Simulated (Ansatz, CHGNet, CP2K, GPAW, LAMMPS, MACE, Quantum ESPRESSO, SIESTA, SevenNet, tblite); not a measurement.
## Glassy 72SiO2-17Al2O3-6BaO-6ZnO (mol %) (116 atoms): runs against a plane-wave reference

Density of this cell: 2.42 g/cm³. The cell holds 116 atoms: 26 Si, 12 Al, 2 Ba, 2 Zn and 74 O. Its edges and angles: a = 12.202 Å, b = 12.202 Å, c = 12.202 Å, α = 90.0°, β = 90.0°, γ = 90.0°. 116 atoms (26 Si, 12 Al, 2 Ba, 2 Zn, 74 O) placed at random at 2.42 g/cm³, melted at 4000 K for 10 ps at fixed volume with the Morse and Coulomb pair potential with partial charges (Pedone, Malavasi, Menziani, Cormack and Segre, J. Phys. Chem. B 110, 11780 (2006)). Quenched from 4000 K to 300 K at 50 K/ps and fixed volume, held 5 ps.

Geometry: as built.

The reference, a calculation:

| Property | Result |
| --- | --- |
| method | Kohn-Sham DFT, PBE, PAW, plane waves (Ansatz 0.2.0); cutoff 420 eV, Γ point, fermi-dirac smearing of 0.05 eV; PAW set soft_2 |
| r.m.s. force component | 1.26 eV/Å |
| longest force | 5.087 eV/Å |
| pressure | 1.836 GPa |
| gap (highest filled to lowest empty level) | 2.493 eV |
| SCF cycles | 9 |
| time | 19 s on 8 threads of Arm Neoverse V1, shared host |
| CPU time | 2.4 min |

Runs, in no order:
A. GPAW PBE, LCAO dzp, h 0.18 Å: Kohn-Sham DFT, PBE, PAW, atomic orbitals (dzp)
B. CP2K PBE, DZVP-UZH, 800/50 Ry, diagonalisation: Kohn-Sham DFT, PBE, GTH-PBE pseudopotentials, Gaussian and plane waves, DZVP-MOLOPT (UZH set), diagonalisation
C. CP2K PBE, SZV-MOLOPT-SR, 800/50 Ry, diagonalisation: Kohn-Sham DFT, PBE, GTH-PBE pseudopotentials, Gaussian and plane waves, SZV-MOLOPT-SR-GTH, diagonalisation

Q: Order them from the smallest to the largest r.m.s. force difference.

B, A, C.

| run | Δ force, r.m.s. (meV/Å) | share of r.m.s. force (%) | CPU time |
| --- | --- | --- | --- |
| B. CP2K PBE, DZVP-UZH, 800/50 Ry, diagonalisation | 72.6 | 5.76 | 12 min |
| A. GPAW PBE, LCAO dzp, h 0.18 Å | 304 | 24.1 | 5.6 min |
| C. CP2K PBE, SZV-MOLOPT-SR, 800/50 Ry, diagonalisation | 1002 | 79.5 | 6 min |

The network of bonds at the start is that of the classical potential that made the cell, and needn't be the one that DFT or experiment would give. The electronic-structure runs sample only Γ, in a cell whose shortest periodic width is 12 Å.

[Hosts, paths, dates, database ids (printed as entryN), source tags and the programs' standing remarks are cut or masked in the printed files.]
